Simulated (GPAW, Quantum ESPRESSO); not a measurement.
Consider BeNi (Pm-3m).

```
Ni Be
1.0
     2.58700    0.00000    0.00000
     0.00000    2.58700    0.00000
     0.00000    0.00000    2.58700
Ni Be
1 1
Cartesian
  1.2935 1.2935 1.2935
  0.0000 0.0000 0.0000
```

Absorber: atom 1, with 8 Be at 2.24 Å and 6 Ni at 2.59 Å (cube and octahedron, as in bcc, site symmetry m-3m). Method: Quantum ESPRESSO XSpectra, LDA, excited-electron core hole (neutral cell), 18-atom cell with 5.8 Å between holes, 5×5×5 k points, dipole transitions, Lorentzian half width 0.72 eV up to 4 eV, rising linearly to 1.75 eV at 25 eV (not a setting of the program: the run's 0.4 eV curve was folded afterwards with a further Lorentzian).

Predict the near-edge structure at the Ni K edge.

Main maxima up to 30 eV above the zero (height): 2.1 eV (0.58) and 22.3 eV (2.08). A K edge sees empty p states, which here mix into the lowest empty bands, so that weight starts at the zero. The total-energy difference is 8344.53 eV. One term is added: -28.76 eV, since the hole is spin-paired here and a spin-polarised one costs that much less in the free atom (computed apart). The photon energy is then 8315.77 eV. The tabulated edge of the element is 8333 eV. The functional leaves an error in such absolute values: in the free atom LDA prices this hole 17.6 eV below PBE (computed apart), and PBE is itself good to a few eV.

The Ni K spectrum (energy from the energy zero of the input (xe0, at the border of filled and empty states); intensity scaled to a mean of 1 over the first 20 eV; folded afterwards to Lorentzian half width 0.72 eV up to 4 eV, rising linearly to 1.75 eV at 25 eV; the points at xe0, where the cut of filled states can leave a spike, are interpolated):

| E (eV) | intensity |
| --- | --- |
| -2.0 | 0.10 |
| -1.0 | 0.16 |
| 0.0 | 0.35 |
| 1.0 | 0.56 |
| 2.0 | 0.58 |
| 3.0 | 0.53 |
| 4.0 | 0.49 |
| 5.0 | 0.62 |
| 6.0 | 0.78 |
| 7.0 | 0.79 |
| 8.0 | 0.82 |
| 9.0 | 0.86 |
| 10.0 | 0.86 |
| 11.0 | 0.86 |
| 12.0 | 0.91 |
| 13.0 | 0.99 |
| 14.0 | 1.11 |
| 15.0 | 1.29 |
| 16.0 | 1.47 |
| 17.0 | 1.65 |
| 18.0 | 1.81 |
| 19.0 | 1.91 |
| 20.0 | 2.00 |
| 21.0 | 2.06 |
| 22.0 | 2.07 |
| 23.0 | 2.04 |
| 24.0 | 1.88 |
| 25.0 | 1.64 |
| 26.0 | 1.38 |
| 27.0 | 1.21 |
| 28.0 | 1.16 |
| 29.0 | 1.18 |
| 30.0 | 1.22 |
| 31.0 | 1.26 |
| 32.0 | 1.28 |

Quadrupole 1s→3d transitions, which feed the pre-edge, are not in the dipole spectrum. The starting moments shrank to 0.00 μB or less, so this is hardly a magnetic state. The holes are only 5.8 Å apart, so the shape is probably not converged with cell size; no larger cell was run here. Lifetime broadening is put in by hand, and intensities beyond about 20 eV depend on it and on the partial waves. The structure is a computed Materials Project entry and may be a hypothetical form.

[Banner, clock and machine lines of the logs are left out without a mark of their own.]

[Logs are printed without paths, hosts, clocks, repeated set-up lines and the standing remarks that a program may print on its own settings, such as how far it seeks lower states.]

[Hosts, paths, dates, database ids (printed as entryN), source tags and the programs' standing remarks are cut or masked in the printed files.]

[Lists of maxima count a maximum above −3 eV only where it reaches 4 % of the highest in the window and stands out from its surroundings by 2 % of it (1.5 % where it reaches 55 %); shoulders and weaker maxima are passed over, and of the rest the first, up to two pre-edge ones and the few strongest are named.]
